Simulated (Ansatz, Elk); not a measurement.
# ScBi2S4F: X-ray structure factors from the self-consistent density

Structure refinements treat a crystal as free atoms side by side. For a made-up structure of ScBi2S4F (cell and positions from a PBEsol relaxation) the runs below show what the calculated density changes in F(hkl).

Main program and level: Elk 11.2.3 (patched build); DFT, PBE, all-electron APW+lo, Dirac cores, scalar-relativistic bands, static density, no spin.

This account leaves out most program logs.

The structure was built from a prototype and need not be the compound's stable phase.

**1. Starting point**

The structure is tetragonal, space group P4/mmm (No. 123). Conventional cell: a = 4.486 Å, b = 4.486 Å, c = 9.283 Å, α = 90.00°, β = 90.00°, γ = 90.00°. Nearest to Bi lie 4 S at 2.65 Å. Sc has 8 S at 2.72 Å nearest. Nearest to S lie 2 Bi at 2.65 Å and 2 Sc at 2.72 Å. F has 8 Bi at 3.60 Å nearest. Farther neighbours and most contacts between anions are not listed.

**2. Ground state and structure factors**

An all-electron density is needed, since X-rays see the cores too. Task 0 finds the density and task 195 Fourier-transforms it; tshift is off so that phases refer to the origin typed.

elk.in reads:

```
tasks
  0
  195

xctype
  20

spinpol
  .false.

rgkmax
  7.0

gmaxvr
  14.0

lmaxo
  7

lmaxapw
  8

swidth
  0.002

tshift
  .false.

ramdisk
  .false.

hmaxvr
  5.5

maxscl
  120

epspot
  1e-06

sppath
  './'

avec
  8.47694375457 0.00000000000 0.00000000000
  0.00000000000 8.47694375457 0.00000000000
  0.00000000000 0.00000000000 17.54282262102

atoms
  4
  'Bi.in'
  2
  0.5000000000 0.5000000000 0.3175732301   0.000000 0.000000 0.000000
  0.5000000000 0.5000000000 0.6824267699   0.000000 0.000000 0.000000
  'Sc.in'
  1
  -0.0000000000 0.0000000000 0.0000000000   0.000000 0.000000 0.000000
  'S.in'
  4
  -0.0000000000 0.5000000000 0.1652086252   0.000000 0.000000 0.000000
  0.5000000000 -0.0000000000 0.1652086252   0.000000 0.000000 0.000000
  -0.0000000000 0.5000000000 0.8347913748   0.000000 0.000000 0.000000
  0.5000000000 -0.0000000000 0.8347913748   0.000000 0.000000 0.000000
  'F.in'
  1
  -0.0000000000 -0.0000000000 0.5000000000   0.000000 0.000000 0.000000

ngridk
  5 5 3
```

The run is started by

```sh
> OMP_NUM_THREADS=4 elk
```

The job ended after 53 s (4 threads of Arm Neoverse V2, shared host; peak memory 0.37 GiB).

SFACRHO.OUT:

```text

h k l indices transformed by vhmat matrix:
   1.000000000       0.000000000       0.000000000    
   0.000000000       1.000000000       0.000000000    
   0.000000000       0.000000000       1.000000000    

      h      k      l  multipl.   |H|            Re(F)            Im(F)           |F|

      0      0      0      1   0.0000000       260.00000      0.32118119E-16   260.00000    
      0      0      1      2  0.35816273      -24.445699      0.27293606E-13   24.445699    
      0      0      2      2  0.71632547      -103.34566      0.40914502E-13   103.34566    
      0     -1      0      4  0.74120880      -128.09091     -0.98530617E-13   128.09091    
     -1      0      1      8  0.82320777       72.264817      0.21550428E-13   72.264817    
      1      0      2      8   1.0307825       121.78618     -0.89807773E-13   121.78618    
     -1     -1      0      4   1.0482275       121.21922      0.13975607E-12   121.21922    
      0      0     -3      2   1.0744882       99.078014      0.42473760E-13   99.078014    
     -1      1     -1      8   1.1077281      -76.527212     -0.35566614E-13   76.527212    
     -1     -1     -2      8   1.2696075      -48.963832     -0.92143863E-13   48.963832    
      0      1     -3      8   1.3053411      -126.59799     -0.56575338E-13   126.59799    
      0      0      4      2   1.4326509      -19.418056      0.16714417E-13   19.418056    
     -2      0      0      4   1.4824176       199.98416      0.17843970E-12   199.98416    
     -1      1      3      8   1.5011016       180.33030     -0.16155768E-13   180.33030    
     -2      0     -1      8   1.5250713      -26.923105     -0.25288049E-13   26.923105    
      0     -1      4      8   1.6130342       36.778865     -0.87391561E-14   36.778865    
     -2      0     -2      8   1.6464155      -87.287668     -0.11701460E-12   87.287668    
     -2     -1      0      8   1.6573933      -113.15935     -0.27273962E-12   113.15935
```

Elk indexes on the primitive cell of elk.in and gives |H| = 4π sin θ/λ in inverse bohr. Below, one row stands for each form hkl of the conventional cell (m members, Friedel mates merged), F is for one primitive cell and the density is static (no thermal factor). Free-atom factors are Waasmaier and Kirfel's, and R is Σm||F|−|F'||/Σm|F|.

```
hkl  m  sin θ/λ (Å⁻¹)  abs F, DFT  neutral atoms   diff.
001  2          0.054      24.446         24.626  -0.180
002  2          0.108     103.346        103.551  -0.205
100  4          0.112     128.091        128.988  -0.897
101  8          0.124      72.265         72.600  -0.335
102  8          0.155     121.786        121.662  +0.124
110  4          0.158     121.219        121.917  -0.698
003  2          0.162      99.078        100.409  -1.331
111  8          0.167      76.527         75.793  +0.735
112  8          0.191      48.964         49.490  -0.526
103  8          0.196     126.598        126.373  +0.225
004  2          0.215      19.418         19.170  +0.248
200  4          0.223     199.984        199.600  +0.384
113  8          0.226     180.330        180.247  +0.083
201  8          0.229      26.923         26.703  +0.220
```

**3. The highest occupied states alone**

An energy window below the Fermi level keeps the highest occupied states, to see at which angles they scatter; shallow core shells can lie inside it and anion s states outside. No new self-consistency is needed.

elk.in: that of step 2 with these lines changed.

```diff
@@ -1,3 +1,2 @@
 tasks
-  0
   195
@@ -40,2 +39,5 @@
 
+wsfac
+  -0.271960 0.469030
+
 sppath
```

The run is started by

```sh
> OMP_NUM_THREADS=4 elk
```

The job ended after 26 s (4 threads; peak memory 0.24 GiB; 29 s of CPU time).

States within 12 eV below the Fermi level hold 34.80 electrons; any levels below the window count with the cores, and a count that is not whole means the window cuts a band. Their amplitudes can exceed the total, where window and core parts have opposite phase:

```
hkl  sin θ/λ (Å⁻¹)  abs F, window  abs F, all
001          0.054          2.793      24.446
002          0.108          2.415     103.346
100          0.112          2.373     128.091
101          0.124          2.150      72.265
102          0.155          5.652     121.786
110          0.158          2.284     121.219
003          0.162         10.373      99.078
111          0.167          8.420      76.527
112          0.191          6.367      48.964
103          0.196          4.058     126.598
```

**4. Another functional**

The difference from free atoms is small, so it is set against the change that LDA (Perdew-Wang) makes.

elk.in: that of step 3 with these lines changed.

```diff
@@ -1,2 +1,3 @@
 tasks
+  0
   195
@@ -4,3 +5,3 @@
 xctype
-  20
+  3
 
@@ -39,5 +40,2 @@
 
-wsfac
-  -0.271960 0.469030
-
 sppath
```

The run is started by

```sh
> OMP_NUM_THREADS=4 elk
```

Wall time 35 s (4 threads); peak memory 0.28 GiB; 85 s of CPU time.

Against the first run R = 0.02 %; the largest change is +0.109 at 003.

**5. Basis size**

The basis and the expansions that go with it are enlarged, to see whether the differences are converged.

elk.in: that of step 4 with these lines changed.

```diff
@@ -5,3 +5,3 @@
 xctype
-  3
+  20
 
@@ -11,12 +11,12 @@
 rgkmax
-  7.0
+  8.5
 
 gmaxvr
-  14.0
+  18.0
 
 lmaxo
-  7
+  9
 
 lmaxapw
-  8
+  10
```

The run is started by

```sh
> OMP_NUM_THREADS=4 elk
```

Elapsed: 2.5 min, on 4 threads; peak memory 0.74 GiB; 5.8 min of CPU time.

Against the first run R = 0.00 %; the largest change is -0.012 at 420.

**6. Settings against the effect**

```
                              run  R against the first run (%)  R against neutral atoms, low angle (%)  wall time
                    PBE, rgkmax 7                         0.00                                    0.29       53 s
                LDA (Perdew-Wang)                         0.02                                    0.27       35 s
rgkmax 8.5 with larger expansions                         0.00                                    0.29    2.5 min
```

**7. Outcome**

```yaml
r_against_neutral_atoms_sin_theta_lambda_0p3_a_minus1: 0.29 %
r_against_neutral_atoms_0p3_to_0p62_a_minus1: 0.09 %
```

What this shows: Independent neutral atoms miss the calculated amplitudes by R = 0.29 % below 0.3 Å⁻¹ and 0.09 % from there to 0.62 Å⁻¹; by shells, 0.52 % below 0.15 Å⁻¹ (4 forms), 0.26 % 0.15 to 0.3 (20 forms), 0.14 % 0.3 to 0.45 (40 forms), 0.07 % above 0.45 (85 forms). Bonding, aspherical density and the tables' own atoms all enter these figures, and the runs don't part them. The largest change of an amplitude is -1.33 electrons, at 003. The window's part falls from 34.8 electrons at the origin to at most 1.34 between 0.45 and 0.62 Å⁻¹, where compact states inside the window still scatter. Below 0.3 Å⁻¹ the changes that finished (LDA (Perdew-Wang) and rgkmax 8.5 with larger expansions) move F by R = 0.03 % at most, against the 0.29 % that separates it from free atoms. The k-mesh has no finished test. Spin-orbit coupling is left out, which can matter for elements this heavy. Part of the difference isn't bonding: the tables are fits to free atoms and ions calculated by other methods than this functional. Thermal motion, anomalous dispersion and extinction are left out.

[Logs are printed without paths, hosts, clocks, repeated set-up lines and the standing remarks that a program may print on its own settings, such as how far it seeks lower states.]

[Hosts, paths, dates, database ids (printed as entryN), source tags and the programs' standing remarks are cut or masked in the printed files.]
